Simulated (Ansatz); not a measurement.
# Ag(111) film, 5 layers, flat: channels in plane against thickness

Aim: the ballistic channels of flat films against thickness, first Ag(111) film, 5 layers, flat.

Method: Ansatz plane-wave DFT, PBE, PAW files; ballistic transport by layer matching (Landauer), zero bias; PAW set soft_1, in Ansatz 0.2.0.

Most raw output is cut from this account.

**1. Set-up**

The cell holds 10 atoms: 10 Ag. Cell: a = 20.437 Å, b = 2.889 Å, c = 5.005 Å, α = 90.0°, β = 90.0°, γ = 90.0°. It derives from Ag. Vacuum lies along a. The structure's axis is c.

**2. With 5 layers**

Vacuum lies along the first vector, which takes one k-point, and the current runs in the film's plane. One period is a perfect wire, so its channels are the result. Energies from -0.27 to 0.27 eV in steps of 0.036 eV cover the slope of the Fermi function at 300 K, so the program can form a conductance.

input.yaml reads:

```yaml
crystal:
  lattice:
    - [20.4366746799, 0.0, 0.0]
    - [0.0, 2.8893797293, 0.0]
    - [0.0, 0.0, 5.0045524935]
  atoms:
    - { symbol: Ag, position: [0.2201923782, 0.0, 0.0] }
    - { symbol: Ag, position: [0.2201923782, 0.5, 0.5] }
    - { symbol: Ag, position: [0.3356303693, 0.0, 0.3333333333] }
    - { symbol: Ag, position: [0.3356303693, 0.5, 0.8333333333] }
    - { symbol: Ag, position: [0.4510683604, 0.0, 0.6666666667] }
    - { symbol: Ag, position: [0.4510683604, 0.5, 0.1666666667] }
    - { symbol: Ag, position: [0.5665063515, 0.0, 0.0] }
    - { symbol: Ag, position: [0.5665063515, 0.5, 0.5] }
    - { symbol: Ag, position: [0.6819443426, 0.0, 0.3333333333] }
    - { symbol: Ag, position: [0.6819443426, 0.5, 0.8333333333] }
kpoints:
  mp_grid: { grid: [1, 14, 8] }
hamiltonian:
  xc: pbe
  pseudopotentials: { kind: paw, azcp: { folder: soft_1 } }
scf:
  occupations: { method: fermi_dirac, width: 0.1 }
output:
  transmission:
    leads: [[0, 0]]
    kmesh: [1, 32]
    e_range: [-0.27, 0.27]
    de: 0.036
```

The run is started by

```
> ansatz run input.yaml --threads 4 --pin off --max-ram 8192MiB --backend cpu --events-out ev --progress --plain --runs-dir out
```

It took 13 min on 4 threads of Arm Neoverse V1, shared host; peak memory 3.3 GiB.

This step gave:

* free energy: -75904.7578 eV
* energy at zero smearing: -75904.7053 eV
* Fermi energy: 8.108 eV
* cell area: 59.05 Å²
* estimated errors of the lead's conductance: 0, 3.2, 0.1 % (band edges, k-mesh, distance from neutral)
* lead conductance per cell: 3.832 G₀

Per spin. Table of open channels, zone mean, lead by energy, zero at the Fermi level:

```tsv
energy (eV)	open channels, zone mean, lead
-0.270	3.72
-0.234	3.78
-0.198	3.78
-0.162	3.78
-0.126	3.84
-0.090	3.84
-0.054	3.91
-0.018	3.81
0.018	3.81
0.054	3.81
0.090	3.81
0.126	3.88
0.162	3.91
0.198	3.91
0.234	3.97
0.270	4.03
```

The program's largest error estimate for it is 3.2 %, from the k-mesh.

**3. With 6 layers, thickness 14.155 A**

The film grows to 6 layers.

System of this step: Ag(111) film, 6 layers, flat. The cell holds 12 atoms: 12 Ag. Cell: a = 22.796 Å, b = 2.889 Å, c = 5.005 Å, α = 90.0°, β = 90.0°, γ = 90.0°. It derives from Ag. Vacuum lies along a. The structure's axis is c.

input.yaml, the sections that differ from step 2:

```yaml
crystal:
  lattice:
    - [22.7958433498, 0.0, 0.0]
    - [0.0, 2.8893797293, 0.0]
    - [0.0, 0.0, 5.0045524935]
  atoms:
    - { symbol: Ag, position: [0.1974044097, 0.0, 0.0] }
    - { symbol: Ag, position: [0.1974044097, 0.5, 0.5] }
    - { symbol: Ag, position: [0.3008955872, 0.0, 0.3333333333] }
    - { symbol: Ag, position: [0.3008955872, 0.5, 0.8333333333] }
    - { symbol: Ag, position: [0.4043867647, 0.0, 0.6666666667] }
    - { symbol: Ag, position: [0.4043867647, 0.5, 0.1666666667] }
    - { symbol: Ag, position: [0.5078779421, 0.0, 0.0] }
    - { symbol: Ag, position: [0.5078779421, 0.5, 0.5] }
    - { symbol: Ag, position: [0.6113691196, 0.0, 0.3333333333] }
    - { symbol: Ag, position: [0.6113691196, 0.5, 0.8333333333] }
    - { symbol: Ag, position: [0.7148602971, 0.0, 0.6666666667] }
    - { symbol: Ag, position: [0.7148602971, 0.5, 0.1666666667] }
# kpoints, hamiltonian, scf, output: as in step 2
```

The job ended after 19 min (4 threads; peak memory 4.1 GiB).

Numbers from this step:

```
free energy                                : -91085.9878 eV
energy at zero smearing                    : -91085.9326 eV
Fermi energy                               : 9.074 eV
cell area                                  : 65.87 Å²
estimated errors of the lead's conductance : 0, 4.9, 0 % (band edges, k-mesh, distance from neutral)
lead conductance per cell                  : 4.587 G₀
```

Per spin. Open channels, zone mean, lead against energy, zero at the Fermi level:

```tsv
energy (eV)	open channels, zone mean, lead
-0.270	4.44
-0.234	4.5
-0.198	4.5
-0.162	4.5
-0.126	4.41
-0.090	4.47
-0.054	4.59
-0.018	4.59
0.018	4.59
0.054	4.59
0.090	4.62
0.126	4.69
0.162	4.75
0.198	4.81
0.234	4.81
0.270	4.75
```

The lead conductance per cell is 4.59 G₀, 20 % over the 3.83 G₀ of the last finished run.

**4. With 7 layers, thickness 16.514 A**

The film grows to 7 layers.

System of this step: Ag(111) film, 7 layers, flat. The cell holds 14 atoms: 14 Ag. Its edges and angles: a = 25.155 Å, b = 2.889 Å, c = 5.005 Å, α = 90.0°, β = 90.0°, γ = 90.0°. It derives from Ag. Vacuum lies along a. The structure's axis is c.

input.yaml, the sections that differ from step 3:

```yaml
crystal:
  lattice:
    - [25.1550120198, 0.0, 0.0]
    - [0.0, 2.8893797293, 0.0]
    - [0.0, 0.0, 5.0045524935]
  atoms:
    - { symbol: Ag, position: [0.1788907911, 0.0, 0.0] }
    - { symbol: Ag, position: [0.1788907911, 0.5, 0.5] }
    - { symbol: Ag, position: [0.2726760243, 0.0, 0.3333333333] }
    - { symbol: Ag, position: [0.2726760243, 0.5, 0.8333333333] }
    - { symbol: Ag, position: [0.3664612576, 0.0, 0.6666666667] }
    - { symbol: Ag, position: [0.3664612576, 0.5, 0.1666666667] }
    - { symbol: Ag, position: [0.4602464909, 0.0, 0.0] }
    - { symbol: Ag, position: [0.4602464909, 0.5, 0.5] }
    - { symbol: Ag, position: [0.5540317241, 0.0, 0.3333333333] }
    - { symbol: Ag, position: [0.5540317241, 0.5, 0.8333333333] }
    - { symbol: Ag, position: [0.6478169574, 0.0, 0.6666666667] }
    - { symbol: Ag, position: [0.6478169574, 0.5, 0.1666666667] }
    - { symbol: Ag, position: [0.7416021907, 0.0, 0.0] }
    - { symbol: Ag, position: [0.7416021907, 0.5, 0.5] }
# kpoints, hamiltonian, scf, output: as in step 3
```

Wall time 25 min (4 threads); peak memory 5.1 GiB; 1.6 h of CPU time.

This step gave:

- free energy: -106267.1990 eV
- energy at zero smearing: -106267.1337 eV
- Fermi energy: 9.826 eV
- cell area: 72.68 Å²
- estimated errors of the lead's conductance: 0, 4, 0 % (band edges, k-mesh, distance from neutral)
- lead conductance per cell: 5.303 G₀

Per spin. The open channels, zone mean, lead by energy, zero at the Fermi level:

```tsv
energy (eV)	open channels, zone mean, lead
-0.270	5.16
-0.234	5.16
-0.198	5.22
-0.162	5.19
-0.126	5.19
-0.090	5.25
-0.054	5.31
-0.018	5.31
0.018	5.31
0.054	5.28
0.090	5.28
0.126	5.41
0.162	5.53
0.198	5.53
0.234	5.53
0.270	5.47
```

The lead conductance per cell is 5.30 G₀, 16 % over the 4.59 G₀ of the last finished run.

**5. Cost and result by level**

Times are for 4 threads of Arm Neoverse V1, shared host. The runs compared:

```tsv
no.	layers	lead conductance per cell (G₀)	time	memory (GiB)
1	5	3.832	13 min	3.3
2	6	4.587	19 min	4.1
3	7	5.303	25 min	5.1
```

The runs together. Open channels, zone mean against energy, zero at the Fermi level:

```tsv
energy (eV)	5	6	7
-0.270	3.72	4.44	5.16
-0.234	3.78	4.5	5.16
-0.198	3.78	4.5	5.22
-0.162	3.78	4.5	5.19
-0.126	3.84	4.41	5.19
-0.090	3.84	4.47	5.25
-0.054	3.91	4.59	5.31
-0.018	3.81	4.59	5.31
0.018	3.81	4.59	5.31
0.054	3.81	4.59	5.28
0.090	3.81	4.62	5.28
0.126	3.88	4.69	5.41
0.162	3.91	4.75	5.53
0.198	3.91	4.81	5.53
0.234	3.97	4.81	5.53
0.270	4.03	4.75	5.47
```

**6. What came out**

```yaml
conductance_per_cell_5_layers: 3.83 G₀
conductance_per_cell_6_layers: 4.59 G₀
conductance_per_cell_7_layers: 5.30 G₀
```

**Reading.** The conductance per cell width goes from 3.83 G0 at 5 to 5.30 G0 at 7 layers. Over the film's own cross-section (layers × spacing × width) the conductance runs from 0.87 to 0.86×10¹⁵ S/m²; that nominal section leaves out the charge that spills into the vacuum, which flatters the thinnest films. The gains from one thickness to the next are 0.76 and 0.72 G0 per added layer; their spread isn't beyond the error estimates. The film repeats perfectly along the current, so nothing scatters; its faces are clean and not relaxed.

[Logs are printed without paths, hosts, clocks, repeated set-up lines and the standing remarks that a program may print on its own settings, such as how far it seeks lower states.]

[Hosts, paths, dates, database ids (printed as entryN), source tags and the programs' standing remarks are cut or masked in the printed files.]
